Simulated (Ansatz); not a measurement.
# Phonons of HfO2 (Fm-3m) against volume

Aim: how do the optical modes of HfO2 (Fm-3m) move with volume?

Method: DFT LDA, scalar-relativistic, plane waves, PAW; PAW set soft_1, in Ansatz 0.2.0.

Most raw output is cut from this account.

### Step 1. The structure

Symmetry: Fm-3m, No. 225, cubic system. Conventional cell: a = 5.115 Å, b = 5.115 Å, c = 5.115 Å, α = 90.00°, β = 90.00°, γ = 90.00°. O has 4 Hf at 2.21 Å nearest. Nearest to Hf lie 8 O at 2.21 Å. Farther neighbours and most contacts between anions are not listed.

### Step 2. A rough relaxation first

The start is far from rest, so a relaxation with loose tolerances brings it close first.

The input, input.yaml:

```yaml
crystal:
  lattice:
    - [0.0, 2.5575, 2.5575]
    - [2.5575, 0.0, 2.5575]
    - [2.5575, 2.5575, 0.0]
  atoms:
    - { symbol: O, position: [0.25, 0.25, 0.25] }
    - { symbol: O, position: [0.75, 0.75, 0.75] }
    - { symbol: Hf, position: [0.0, 0.0, 0.0] }
kpoints:
  mp_grid: { grid: [6, 6, 6] }
hamiltonian:
  xc: lda
  pseudopotentials: { kind: paw, azcp: { folder: soft_1 }, xc_functional: pbe }
scf:
  occupations: { method: gaussian, width: 0.1 }
output:
  forces: true
  stress: true
  eigenvalues: true
relax:
  adjacent_minimum: "off"
  f_tol: 0.05
  max_steps: 80
  cell: { stress_tol: 0.5 }
```

The run is started by

```bash
$ ansatz run input.yaml --threads 4 --pin off --max-ram 10240MiB --backend cpu --events-out ev --progress --plain --runs-dir out
```

It took 2 s on 4 threads of Arm Neoverse V1, shared host; peak memory 0.29 GiB; 5.6 s of CPU time.

Relaxation path:

```csv
step,energy less that of the first step (eV),largest force component (eV/Å),pressure (GPa),volume (Å³)
1,0.0000,0.0000,-16.46,33.46
2,-0.1203,0.0000,5.06,30.80
3,-0.1255,0.0000,-0.50,31.38
4,-0.1258,0.0000,-0.01,31.33
5*,-0.1185,0.0000,-0.43,31.33
```

Relaxation steps marked * repeat the geometry before them on a plane-wave basis chosen anew for their cell, so energy and pressure can jump there.

The run keeps the 48 symmetry operations that it works with, so distortions that break them were not tested.

```csv
"conventional cell, symmetrised",before,after,change
a (Å),5.115,5.004,-2.2 %
b (Å),5.115,5.004,-2.2 %
c (Å),5.115,5.004,-2.2 %
volume (Å³/atom),11.15,10.44,-6.4 %
```

The relaxed structure:

```cif
data_structure
_symmetry_space_group_name_H-M 'P 1'
_symmetry_Int_Tables_number 1
_cell_length_a 3.5386
_cell_length_b 3.5386
_cell_length_c 3.5386
_cell_angle_alpha 60.000
_cell_angle_beta 60.000
_cell_angle_gamma 60.000
_cell_volume 31.33
loop_
_atom_site_label
_atom_site_type_symbol
_atom_site_fract_x
_atom_site_fract_y
_atom_site_fract_z
_atom_site_occupancy
O1 O 0.25000 0.25000 0.25000 1
O2 O 0.75000 0.75000 0.75000 1
Hf3 Hf 0.00000 0.00000 0.00000 1
```

A gap read on the k-mesh alone can miss the band edges.

Numbers from this step:

* pressure: -0.4324 GPa
* gap on the k-mesh: 3.658 eV
* volume per atom: 10.44 Å³

In this step the volume went from 11.15 to 10.44 Å³/atom.

### Step 3. Relaxation

The cell and atoms are relaxed, since residual forces and stress would shift the frequencies.

input.yaml, the sections that differ from step 2:

```yaml
crystal:
  lattice:
    - [0.0, 2.5021624927, 2.5021624927]
    - [2.5021624927, 0.0, 2.5021624927]
    - [2.5021624927, 2.5021624927, 0.0]
  atoms:
    - { symbol: O, position: [0.25, 0.25, 0.25] }
    - { symbol: O, position: [0.75, 0.75, 0.75] }
    - { symbol: Hf, position: [0.0, 0.0, 0.0] }
kpoints:
  mp_grid: { grid: [8, 8, 8] }
scf:
  occupations: { method: gaussian, width: 0.02 }
relax:
  adjacent_minimum: "off"
  f_tol: 0.005
  max_steps: 80
  cell: { stress_tol: 0.05 }
# hamiltonian, output: as in step 2
```

It took 2.1 s on 4 threads; peak memory 0.32 GiB.

Little changed from the start: no atom moved by 0.005 Å and no cell edge by 0.1 %.

This step gave:

- pressure: -0.01258 GPa
- gap on the k-mesh: 3.661 eV
- volume per atom: 10.43 Å³

In this step the volume went from 10.44 to 10.43 Å³/atom.

### Step 4. Tight relaxation

Phonons need small forces and stress, so the relaxation is finished with tight tolerances on 8×8×8 k points.

input.yaml, the sections that differ from step 3:

```yaml
crystal:
  lattice:
    - [0.0, 2.5009076262, 2.5009076262]
    - [2.5009076262, 0.0, 2.5009076262]
    - [2.5009076262, 2.5009076262, 0.0]
  atoms:
    - { symbol: O, position: [0.25, 0.25, 0.25] }
    - { symbol: O, position: [0.75, 0.75, 0.75] }
    - { symbol: Hf, position: [0.0, 0.0, 0.0] }
scf:
  occupations: { method: fixed }
relax:
  adjacent_minimum: "off"
  f_tol: 0.001
  max_steps: 60
  cell: { stress_tol: 0.01 }
# kpoints, hamiltonian, output: as in step 3
```

Elapsed: 1.6 s, on 4 threads; peak memory 0.31 GiB.

Little changed from the start: no atom moved by 0.005 Å and no cell edge by 0.1 %.

Numbers from this step:

```
pressure : 0.001431 GPa
```

The forces vanish by symmetry and the pressure is 0.001 GPa, within the tolerances set. The cell now holds 10.43 Å³/atom.

### Step 5. Modes at rest

The modes at rest are the reference of the series, and the response to a field gives the dielectric tensor and the Born charges.

input.yaml, the sections that differ from step 4:

```yaml
crystal:
  lattice:
    - [0.0, 2.5008662487, 2.5008662487]
    - [2.5008662487, 0.0, 2.5008662487]
    - [2.5008662487, 2.5008662487, 0.0]
  atoms:
    - { symbol: O, position: [0.25, 0.25, 0.25] }
    - { symbol: O, position: [0.75, 0.75, 0.75] }
    - { symbol: Hf, position: [0.0, 0.0, 0.0] }
output:
  eigenvalues: true
phonons:
  method: dfpt
  dielectric: true
  rigid_motions: translations
  raman: true
# kpoints, hamiltonian, scf: as in step 4
# relax: removed
```

Run time: 3.1 min. Hardware: 4 threads; peak memory 1.4 GiB.

This step gave:

| Quantity | Value |
| --- | --- |
| sum-rule residual before enforcement | 1.10e-4 eV/Å² |
| miss of the charge sum rule | 2.38e-5 e |
| point group | m-3m |
| highest optical mode at the zone centre (no LO-TO term) | 596.5 cm⁻¹ |
| lowest optical zone-centre mode | 248.3 cm⁻¹ |
| mean high-frequency dielectric constant | 5.395 |
| largest Born charge (third of the trace) | 5.590 e |
| mean static dielectric constant | 34.76 |
| top of the zone-centre spectrum with the field | 630.4 cm⁻¹ |

Without the LO-TO term. Patterns of degenerate modes are one choice out of their space. The modes at Γ (shares of kinetic energy by element, %):

```csv
mode,frequency (cm⁻¹),symmetry,O %,Hf %
1,0.0,acoustic,15,85
2,0.0,acoustic,15,85
3,0.0,acoustic,15,85
4,248.3,T1u,85,15
5,248.3,T1u,85,15
6,248.3,T1u,85,15
7,596.5,T2g,100,0
8,596.5,T2g,100,0
9,596.5,T2g,100,0
```

Displacements in mode 6 (248.3 cm⁻¹), the largest set to 1:
```
O1   1.00  0.12 -0.21
O2   1.00  0.12 -0.21
Hf3 -0.18 -0.02  0.04
```

Displacements in mode 9 (596.5 cm⁻¹), the largest set to 1:
```
O1   1.00  0.00  0.00
O2  -1.00  0.00  0.00
Hf3  0.00  0.00  0.00
```

Optical modes at the zone centre, without and with the macroscopic field of the longitudinal modes; each column is sorted by frequency, so a row need not hold one and the same mode. Modes with and without the field, by row:

```csv
rank among optical modes,no field (cm⁻¹),"q along (1, 0, 0) (cm⁻¹)"
1,248.3,248.3
2,248.3,248.3
3,248.3,596.5
4,596.5,596.5
5,596.5,596.5
6,596.5,630.4
```

Born charge (rows field, columns displacement) (e), principal values of the symmetric part by kind of site:

```csv
atom,atoms with these values,low,middle,high,mean
O1,2,-2.79,-2.79,-2.79,-2.79
Hf3,1,5.59,5.59,5.59,5.59
```

In full for Hf3:

```
5.59 0.00 0.00
0.00 5.59 0.00
0.00 0.00 5.59
```

High-frequency dielectric tensor:

```
5.40 0.00 0.00
0.00 5.40 0.00
0.00 0.00 5.40
```

Static dielectric tensor (ions relaxed, fixed cell):

```
34.76  0.00  0.00
 0.00 34.76  0.00
 0.00  0.00 34.76
```

Transverse modes. Lines of the infrared spectrum (strongest = 100):

```csv
position (cm⁻¹),label,relative intensity
248,T1u,100
596,T2g,0.0
```

Activity x (w_L - w)^4 (n + 1)/w, 532 nm, 300 K; modes without the macroscopic field alone. Lines of the Raman spectrum (strongest = 100):

```csv
position (cm⁻¹),label,relative intensity
248,T1u,0.0
596,T2g,100
```

Before it was imposed, the acoustic sum rule was missed by 1.1e-4 eV/Å² and the charge sum rule by 2.4e-5 e. Small misses are needed for a sound result but don't prove that mesh and cutoff are converged. The lowest optical mode is real, 248 cm⁻¹.

### Step 6. Ground state of a member: 1.06 times the volume at rest

The cell is set to 1.06 times the volume at rest; symmetry leaves nothing else free, so this is a single point.

input.yaml, the sections that differ from step 5:

```yaml
crystal:
  lattice:
    - [0.0, 2.5499152943, 2.5499152943]
    - [2.5499152943, 0.0, 2.5499152943]
    - [2.5499152943, 2.5499152943, 0.0]
  atoms:
    - { symbol: O, position: [0.25, 0.25, 0.25] }
    - { symbol: O, position: [0.75, 0.75, 0.75] }
    - { symbol: Hf, position: [0.0, 0.0, 0.0] }
output:
  forces: true
  stress: true
  eigenvalues: true
# kpoints, hamiltonian, scf: as in step 5
# phonons: removed
```

Run time: 0.68 s. Hardware: 4 threads; peak memory 0.3 GiB; 1.8 s of CPU time.

Numbers from this step:

```
pressure          : -14.55 GPa
gap on the k-mesh : 3.527 eV
volume per atom   : 11.05 Å³
```

The forces vanish by symmetry, at a pressure of -14.55 GPa.

### Step 7. Zone-centre modes of the member: 1.06 times the volume at rest

The zone-centre modes follow for 1.06 times the volume at rest, with the response to a field.

Edit input.yaml of step 6 so:

```diff
@@ -17,4 +17,6 @@
 output:
-  forces: true
-  stress: true
   eigenvalues: true
+phonons:
+  method: dfpt
+  dielectric: true
+  rigid_motions: translations
```

Wall time 13 s (4 threads); peak memory 0.57 GiB.

This step gave:

```
sum-rule residual before enforcement                    : 4.81e-5 eV/Å²
miss of the charge sum rule                             : 2.52e-5 e
highest optical mode at the zone centre (no LO-TO term) : 545.5 cm⁻¹
lowest optical zone-centre mode                         : 185.2 cm⁻¹
mean high-frequency dielectric constant                 : 5.424
largest Born charge (third of the trace)                : 5.565 e
mean static dielectric constant                         : 54.79
top of the zone-centre spectrum with the field          : 588.7 cm⁻¹
```

Without the LO-TO term. Patterns of degenerate modes are one choice out of their space. The modes at Γ (shares of kinetic energy by element, %):

```csv
mode,frequency (cm⁻¹),symmetry,O %,Hf %
1,0.0,acoustic,15,85
2,0.0,acoustic,15,85
3,0.0,acoustic,15,85
4,185.2,T1u,85,15
5,185.2,T1u,85,15
6,185.2,T1u,85,15
7,545.5,T2g,100,0
8,545.5,T2g,100,0
9,545.5,T2g,100,0
```

Displacements in mode 5 (185.2 cm⁻¹), the largest set to 1:
```
O1   0.00  0.05  1.00
O2   0.00  0.05  1.00
Hf3  0.00 -0.01 -0.18
```

Displacements in mode 7 (545.5 cm⁻¹), the largest set to 1:
```
O1   1.00  0.00  0.00
O2  -1.00  0.00  0.00
Hf3  0.00  0.00  0.00
```

Transverse modes. Infrared lines, with heights relative to the strongest:

```csv
position (cm⁻¹),label,relative intensity
185,T1u,100
546,T2g,0.0
```

Without the LO-TO term the lowest optical mode is real, 185 cm⁻¹, and the highest lies at 545.5 cm⁻¹.

For the mean static dielectric tensor (ions relaxed, fixed cell), step 5 gave 34.8; this run, with volume ratio 1.06, gives 54.8 (+58 %).

### Step 8. Ground state of a member: 0.9 times the volume at rest

The cell is set to 0.9 times the volume at rest; symmetry leaves nothing else free, so this is a single point.

input.yaml, the sections that differ from step 7:

```yaml
crystal:
  lattice:
    - [0.0, 2.4145598154, 2.4145598154]
    - [2.4145598154, 0.0, 2.4145598154]
    - [2.4145598154, 2.4145598154, 0.0]
  atoms:
    - { symbol: O, position: [0.25, 0.25, 0.25] }
    - { symbol: O, position: [0.75, 0.75, 0.75] }
    - { symbol: Hf, position: [0.0, 0.0, 0.0] }
output:
  forces: true
  stress: true
  eigenvalues: true
# kpoints, hamiltonian, scf: as in step 7
# phonons: removed
```

Run time: 0.69 s. Hardware: 4 threads; peak memory 0.29 GiB.

This step gave:

| Item | Value |
| --- | --- |
| pressure | 37.10 GPa |
| gap on the k-mesh | 3.897 eV |
| volume per atom | 9.385 Å³ |

The forces vanish by symmetry, at a pressure of 37.10 GPa.

### Step 9. Modes of this member: 0.9 times the volume at rest

The zone-centre modes follow for 0.9 times the volume at rest, with the response to a field.

Edit input.yaml of step 8 so:

```diff
@@ -17,4 +17,6 @@
 output:
-  forces: true
-  stress: true
   eigenvalues: true
+phonons:
+  method: dfpt
+  dielectric: true
+  rigid_motions: translations
```

It took 22 s on 4 threads; peak memory 0.63 GiB; 78 s of CPU time.

Numbers from this step:

| Property | Result |
| --- | --- |
| sum-rule residual before enforcement | 8.22e-6 eV/Å² |
| miss of the charge sum rule | 3.22e-4 e |
| estimated error of the dielectric tensor | 0.01350 |
| estimated error of the Born charges | 0.02671 e |
| highest optical mode at the zone centre (no LO-TO term) | 696.7 cm⁻¹ |
| lowest optical zone-centre mode | 352.1 cm⁻¹ |
| mean high-frequency dielectric constant | 5.407 |
| largest Born charge (third of the trace) | 5.655 e |
| mean static dielectric constant | 22.02 |
| top of the zone-centre spectrum with the field | 710.6 cm⁻¹ |

Without the LO-TO term. Patterns of degenerate modes are one choice out of their space. The modes at Γ (shares of kinetic energy by element, %):

```csv
mode,frequency (cm⁻¹),symmetry,O %,Hf %
1,0.0,acoustic,15,85
2,0.0,acoustic,15,85
3,0.0,acoustic,15,85
4,352.1,T1u,85,15
5,352.1,T1u,85,15
6,352.1,T1u,85,15
7,696.7,T2g,100,0
8,696.7,T2g,100,0
9,696.7,T2g,100,0
```

Displacements in mode 4 (352.1 cm⁻¹), the largest set to 1:
```
O1   1.00 -0.28 -0.05
O2   1.00 -0.28 -0.05
Hf3 -0.18  0.05  0.01
```

Displacements in mode 7 (696.7 cm⁻¹), the largest set to 1:
```
O1   1.00  0.00  0.00
O2  -1.00  0.00  0.00
Hf3  0.00  0.00  0.00
```

Transverse modes. Infrared lines, with heights relative to the strongest:

```csv
position (cm⁻¹),label,relative intensity
352,T1u,100
697,T2g,0.0
```

Without the LO-TO term the lowest optical mode is real, 352 cm⁻¹, and the highest lies at 696.7 cm⁻¹.

For the mean static dielectric tensor (ions relaxed, fixed cell), step 5 gave 34.8; this run, with volume ratio 0.9, gives 22.0 (-37 %).

### Step 10. The series together

The members are set side by side, also those not shown above.

Each row is one cell with its response, relaxed at fixed volume as far as symmetry leaves anything free; energies are extrapolated to zero smearing, and E0 is that at rest; shape and atoms are relaxed in each cell where symmetry leaves them free. State of the crystal along the series:

```csv
volume ratio,V (Å³/atom),pressure (GPa),E - E0 (meV/atom),gap on mesh (eV),ε∞,ε0,"largest Born charge in size, a third of the trace (e)","top mode with the field, highest of q along x, y and z (cm⁻¹)"
0.9,9.385,37.1,110.2,3.897,5.407,22.02,5.655,710.6
0.92,9.593,28.05,67.93,3.851,5.397,23.7,5.64,693.4
0.94,9.802,19.9,36.82,3.803,5.392,25.68,5.625,676.8
0.96,10.01,12.56,15.76,3.756,5.39,28.09,5.612,660.8
0.98,10.22,5.957,3.742,3.709,5.391,31.03,5.6,645.3
0.99,10.32,2.901,0.8544,3.685,5.393,32.78,5.595,637.8
1,10.43,0.001431,0,3.661,5.395,34.76,5.59,630.4
1.02,10.64,-5.358,3.495,3.618,5.402,39.53,5.58,616
1.04,10.85,-10.19,13.66,3.572,5.412,45.91,5.572,602.1
1.06,11.05,-14.55,29.8,3.527,5.424,54.79,5.565,588.7
```

Without the LO-TO term; each mode is tracked from rest by its pattern, and modes that stay within 0.3 cm⁻¹ of each other stand once; shape and atoms are relaxed in each cell where symmetry leaves them free. Optical modes along the series:

```csv
V (Å³/atom),mode 4 T1u (cm⁻¹),mode 7 T2g (cm⁻¹)
9.385,352.1,696.7
9.593,330.9,674.9
9.802,310.1,654.1
10.01,289.5,634
10.22,269,614.9
10.32,258.7,605.6
10.43,248.3,596.5
10.64,227.7,578.8
10.85,206.7,561.8
11.05,185.2,545.5
```

From cubic fits (parabolas where under five rows exist) of ln ω and P against ln V through the rows within about 4 % of rest: γ = −d ln ω / d ln V and dω/dP = γ ω / B. Slopes at rest:

```csv
mode,fitted frequency at rest (cm⁻¹),Grüneisen parameter γ,dω/dP (cm⁻¹/GPa)
mode 4 T1u,248.4,4.15,3.65
mode 7 T2g,596.5,1.51,3.19
```

### Step 11. What came out

- members: 10
- highest optical mode at the zone centre (no LO-TO term), at rest: 596.5 cm⁻¹
- bulk modulus at rest: 283 GPa
- mode 4 T1u, γ: 4.15
- mode 7 T2g, γ: 1.51

What this shows: The series spans -14.5 to 37.1 GPa, and the slope at rest gives a bulk modulus of 283 GPa. Among the modes in the table of slopes γ runs from 1.51 (mode 7 T2g) to 4.15 (mode 4 T1u). ε∞ is 5.40 at rest, with d ln ε∞ / d ln V = 0.05. One k mesh and one cutoff serve the ground states and modes of all volumes; the field response picks its own mesh. These are harmonic frequencies at zero temperature: anharmonic shifts, linewidths and thermal expansion are left out. Spin-orbit coupling is left out, which can matter for the heavy elements here. The PAW files were made for PBE; the program adapts parts of them to the functional of the run, but their partial waves stay those of PBE, an approximation that was not tested in this session. Only the zone centre was solved, so an instability at another wavevector cannot show here. The cubic phase of this oxide is a high-temperature one, known to be unstable at zero temperature to an oxygen mode at X.

[Logs are printed without paths, hosts, clocks, repeated set-up lines and the standing remarks that a program may print on its own settings, such as how far it seeks lower states.]

[Hosts, paths, dates, database ids (printed as entryN), source tags and the programs' standing remarks are cut or masked in the printed files.]
